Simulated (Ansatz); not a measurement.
# TaTl3: relaxing a made-up structure, part 2 of 2

This structure for TaTl3 is made up. Its elements were placed in a known structure type with a cell scaled to their sizes. What cell does the guess relax to, and how far off was it?

Ansatz 0.2.0; DFT, PBE, plane-wave PAW, files of the set soft_1, scalar-relativistic, no spin, cell and ions relaxed at zero pressure; PAW set soft_1 (the session's first sound run).

So far: The structure; Relaxation of the guess. The relaxed cell has a = 4.466, c = 19.424 Å (conventional setting).

### Step 3. Bands of the relaxed cell

A second self-consistent run takes a narrower smearing and the mesh shown in its input; the bands follow along the standard path of the relaxed lattice.

This step: DFT, PBE, plane-wave PAW, files of the set soft_1, scalar-relativistic, no spin, bands and density of states at the relaxed cell; PAW set soft_1 (Ansatz 0.2.0).

input.yaml reads:

```yaml
crystal:
  lattice:
    - [-2.2331651723, 2.2331651723, 9.7118482656]
    - [2.2331651723, -2.2331651723, 9.7118482656]
    - [2.2331651723, 2.2331651723, -9.7118482656]
  atoms:
    - { symbol: Tl, position: [0.3748214429, 0.3748214429, 0.0] }
    - { symbol: Tl, position: [0.6251785571, 0.6251785571, 0.0] }
    - { symbol: Tl, position: [0.25, 0.75, 0.5] }
    - { symbol: Tl, position: [0.75, 0.25, 0.5] }
    - { symbol: Tl, position: [0.5, 0.0, 0.5] }
    - { symbol: Tl, position: [0.0, 0.5, 0.5] }
    - { symbol: Ta, position: [0.1108211119, 0.1108211119, 0.0] }
    - { symbol: Ta, position: [0.8891788881, 0.8891788881, 0.0] }
kpoints:
  mp_grid: { grid: [10, 10, 10] }
  band_path:
    path:
      - [[0.0, 0.0, 0.0], [0.0, 0.0, 0.5], [-0.02643674, 0.02643674, 0.5], [-0.26321837, 0.26321837, 0.26321837], [0.0, 0.0, 0.0], [0.5, 0.5, -0.5], [0.26321837, 0.73678163, -0.26321837], [0.0, 0.5, 0.0], [0.25, 0.25, 0.25], [0.5, 0.5, -0.02643674], [0.5, 0.5, -0.5]]
      - [[0.0, 0.0, 0.5], [0.25, 0.25, 0.25]]
    npoints: 7
scf:
  occupations: { method: fermi_dirac, width: 0.03 }
  n_extra_bands: 12
hamiltonian:
  xc: pbe
  pseudopotentials: { kind: paw, azcp: { folder: soft_1 } }
output:
  forces: true
  stress: true
  write_bands: true
  dos: { projected: true }
  write_density: true
  write_potential: true
  elf: true
  volumetric_format: npy
```

Launch:

```sh
$ ansatz run input.yaml --threads 4 --pin off --max-ram 10240MiB --backend cpu --events-out ev --progress --plain --runs-dir out
```

Numbers of over 12 decimals in the logs are rounded to 6 here.

The program printed:

```text
[...]
Crystal: 8 atoms, lattice volume = 193.733 Å³
Basis set: ecut = 420 eV, 3801 PW (Γ), FFT grids on a1−a2, a2, a1+a3, exchange–correlation on 90×144×60 points (8 copies of the dense FFT grid, shifted against one another)
Bands: 64, of which v1, the nominal top of the filled ones, is band 52 counted from 1 (51 counted from 0)
Symmetry: 16 space group operations
[...]
k-points: 102 of 1000
[...]
SCF iter   1: F=—  HF=-88539.293765 eV  |F-HF|=—  |Δ(HF+E_count)|=         —  Δρ=2.69e-2  dr2=2.54e0  ethr=3.10e-3  ⟨swp⟩=6.2  Hψ=23625  notcnv=0
[...]
SCF iter   8: F=-88538.583834 eV  HF=-88538.583834 eV  |F-HF|=2.60e-9  |Δ(HF+E_count)|=   5.41e-8  Δρ=4.44e-6  dr2=5.51e-8  ethr=9.62e-11  ⟨swp⟩=12.0  Hψ=44379  notcnv=0
SCF 1 converged in 8 iterations: F = -88538.583834 eV  dr2 = 5.51e-8
[...]
NSCF: frozen V_eff on 79 k-points
SCF converged after 8 iterations
Free energy (F): -88538.583834 eV
[...]
Internal energy: -88538.564940 eV  (E = F + TS)
E sigma→0 (E₀):  -88538.574387 eV
Entropy (-TS):   -0.018894 eV (-2.362 meV/atom)
Fermi energy:    13.467193 eV
[...]
--- Forces (eV/Å), atoms counted from 1 ---
  atom   1  Tl    -0.00000000    -0.00000000     0.00016460
  atom   2  Tl    -0.00000000     0.00000000    -0.00016460
  atom   3  Tl     0.00000000    -0.00000000     0.00000000
  atom   4  Tl     0.00000000    -0.00000000     0.00000000
  atom   5  Tl     0.00000000     0.00000000     0.00000000
  atom   6  Tl     0.00000000     0.00000000     0.00000000
  atom   7  Ta     0.00000000     0.00000000     0.00539985
  atom   8  Ta     0.00000000     0.00000000    -0.00539985
  max |Σ_I F_I| component: 3.47e-18 eV/Å
--- Stress (GPa, compression-positive) ---
        0.046283       0.000000       0.000000
        0.000000       0.046283      -0.000000
        0.000000       0.000000      -0.027815
  P = ⅓ Tr σ = 0.0216 GPa (0.216 kbar)
--- Band table (eV; the first three rows and the last of 102) ---
  k-point 0: bands = [... 48 lower, 12.2405, 12.6319, 12.9021, 13.8997, 13.9205, 13.9635, 13.9730, 13.9730, ... 8 higher]
  k-point 1: bands = [... 48 lower, 12.2874, 12.9628, 13.3854, 13.3862, 13.6108, 13.7225, 14.3267, 14.3714, ... 8 higher]
  k-point 2: bands = [... 48 lower, 12.1201, 12.1382, 12.8013, 13.9920, 14.0286, 14.1438, 14.2464, 14.4944, ... 8 higher]
  k-point 101: bands = [... 48 lower, 12.2197, 12.2197, 12.7269, 13.7722, 13.7722, 13.9076, 13.9554, 14.7565, ... 8 higher]
```

Wall time 21 s (4 threads of Intel Xeon at 2.60GHz (Ice Lake), shared host); peak memory 1.3 GiB; 80 s of CPU time.

Numbers from this step:

* free energy: -88538.5838 eV
* energy at zero smearing: -88538.5744 eV
* smearing term TS: 0.01889 eV
* pressure: 0.02158 GPa

bands.tsv at the labelled points (eV, zero at the Fermi level; the bands that come nearest the Fermi level along the path):

```
point  band 49  band 50  band 51  band 52  band 53  band 54  band 55  band 56
    Γ    -1.23    -0.84    -0.57     0.43     0.45     0.50     0.51     0.51
    X    -2.11    -1.91    -1.27    -0.95     0.41     0.47     0.57     0.68
    Y    -2.14    -1.96    -1.26    -0.91     0.36     0.47     0.51     0.71
    S    -1.32    -0.99    -0.79     0.18     0.24     0.30     0.48     1.28
    Γ    -1.23    -0.84    -0.57     0.43     0.45     0.50     0.51     0.51
    Z    -1.25    -1.25    -0.74     0.31     0.31     0.44     0.49     1.29
   S1    -1.32    -0.99    -0.79     0.18     0.24     0.30     0.48     1.28
    N    -1.31    -0.95    -0.35    -0.10     0.15     0.46     0.65     0.88
    P    -2.48    -1.49    -1.49    -1.27     0.47     0.57     0.57     0.68
   Y1    -2.14    -1.96    -1.26    -0.91     0.36     0.47     0.51     0.71
    Z    -1.25    -1.25    -0.74     0.31     0.31     0.44     0.49     1.29
    X    -2.11    -1.91    -1.27    -0.95     0.41     0.47     0.57     0.68
    P    -2.48    -1.49    -1.49    -1.27     0.47     0.57     0.57     0.68
```

Counts of states for the cell as run, both spins, by energy window (eV from the Fermi level):

| from | to | total |
| --- | --- | --- |
| -8 | -7 | 1.98 |
| -7 | -6 | 2.22 |
| -6 | -5 | 2.81 |
| -5 | -4 | 1.65 |
| -4 | -3 | 2.04 |
| -3 | -2 | 3.52 |
| -2 | -1 | 6.25 |
| -1 | 0 | 4.33 |
| 0 | 1 | 7.96 |
| 1 | 2 | 6.78 |

Below -8 eV lie 79.2 more states.

ELF in the ac plane of the conventional cell at fractional y = 0.000, with atoms of Tl and Ta within 0.2 Å of it. It is the smooth field of the valence electrons, not physical close to the nuclei.

Ten even steps from '_' (0.09) to '@' (0.71), each cell a mean:
```
....--====--....::====--::..
++++------==------==--::==++
==@@%%::..::::::::..__++@@**
****--................::++**
::::::------------------::::
....::--==::____..====--....
____..--==--....::==--::____
----::..::::------::..::::--
__..====--::......::--==::__
..::==--::::::::::::--==--..
::::....::----------::..::::
____..--==::____..====::____
____..::==--....::==--::____
----::::::--------::::::::--
__..====--::::::::::--==::__
..::==--::::......::--==--..
::::....::--------::::..::::
____..--==::____..====::____
..::::--==--....::====--::..
::::::::------------::::::::
####++................::####
==@@##::..::::::::::..==@@##
==--::--====----======------
..::--====::____..--==--::..
```
Columns run along a (4.5 Å), rows up along c (19.4 Å), edges of the conventional cell, whose origin can differ from the input's. Atoms in or near the plane, at fractional coordinates: Tl at (0.00, 0.37), Tl at (0.00, 0.63), Tl at (0.50, 0.25), Tl at (0.50, 0.75), Tl at (0.50, 0.50), Tl at (0.50, 0.00), Ta at (0.00, 0.11), Ta at (0.00, 0.89).

Valence density in the ac plane of the conventional cell at fractional y = 0.000, with atoms of Tl and Ta within 0.2 Å of it. It is the smooth field of the valence electrons, not physical close to the nuclei.

Ten even steps from '_' (0.1 e/Å³) to '@' (4.9 e/Å³), each cell a mean:
```
________..--**##++::________
--::____________________..::
%%%%--________________..**%%
==--..__________________::--
____________....____________
________..++%%@@##--________
________..--**##++::________
..________________________..
@@##--________________..++%%
##++::________________..--**
____________....____________
________..++%%@@##--________
________..--**##++::________
..________________________..
@@##--________________..++%%
##++::________________..--**
____________....____________
________..++%%@@##--________
________..--**##++::________
____________________________
**==..__________________--++
%%%%--________________..**%%
....________....__________..
________..++%%@@##--________
```
Columns run along a (4.5 Å), rows up along c (19.4 Å), edges of the conventional cell, whose origin can differ from the input's. Atoms in or near the plane, at fractional coordinates: Tl at (0.00, 0.37), Tl at (0.00, 0.63), Tl at (0.50, 0.25), Tl at (0.50, 0.75), Tl at (0.50, 0.50), Tl at (0.50, 0.00), Ta at (0.00, 0.11), Ta at (0.00, 0.89).

Electrostatic potential energy in the ac plane of the conventional cell at fractional y = 0.000, with atoms of Tl and Ta within 0.2 Å of it. With pseudopotentials it is smooth inside the atoms' cores, unlike the true potential.

Ten even steps from '0' (-31 eV) to '9' (16 eV), each cell a mean:
```
99986210147999
34689888898754
00268999998400
23689999998753
99999876789999
99985100027999
99986210147999
67899988899987
00279999998510
01479999998621
88999876789988
99985100027999
99986210147999
67899988899987
00279999998510
01479999998621
88999876789988
99985100027999
99986210147999
88999988899998
12579999998631
00268999998400
56788876788875
99985100027999
```
Columns run along a (4.5 Å; values clipped at the 3rd and 97th percentile), rows up along c (19.4 Å), edges of the conventional cell, whose origin can differ from the input's. Atoms in or near the plane, at fractional coordinates: Tl at (0.00, 0.37), Tl at (0.00, 0.63), Tl at (0.50, 0.25), Tl at (0.50, 0.75), Tl at (0.50, 0.50), Tl at (0.50, 0.00), Ta at (0.00, 0.11), Ta at (0.00, 0.89).

### Step 4. Results

| Quantity | Value |
| --- | --- |
| space group, relaxed | I4/mmm |
| conventional cell | a = 4.466, b = 4.466, c = 19.424 Å; α = 90.0°, β = 90.0°, γ = 90.0° |
| volume per atom | 24.22 Å³ (guess 23.76) |

**Reading.** TaTl3 relaxes to I4/mmm with a = 4.466, b = 4.466 and c = 19.424 Å. The guessed volume was 2 % too small. The space group I4/mmm was held in the relaxation, so the end point is a stationary structure within it and may be a saddle against distortions or other arrangements. Bands cross the Fermi level, so it is a metal or semimetal at this level. On the 10×10×10 mesh with the narrower smearing (relaxed on 9×9×9) the largest force component is 0.005 eV/Å and the largest stress component is 0.046 GPa, within the relaxation's thresholds of 0.015 eV/Å and 0.05 GPa. The cutoff wasn't tested. Spin-orbit coupling is left out, which can matter for elements this heavy. No dispersion term is used, so weakly bound directions may come out too long. The runs have no spin, and magnetism wasn't tested. Nothing here tests whether the compound is stable against decomposition.

[Logs are printed without paths, hosts, clocks, repeated set-up lines and the standing remarks that a program may print on its own settings, such as how far it seeks lower states.]

[Hosts, paths, dates, database ids (printed as entryN), source tags and the programs' standing remarks are cut or masked in the printed files.]
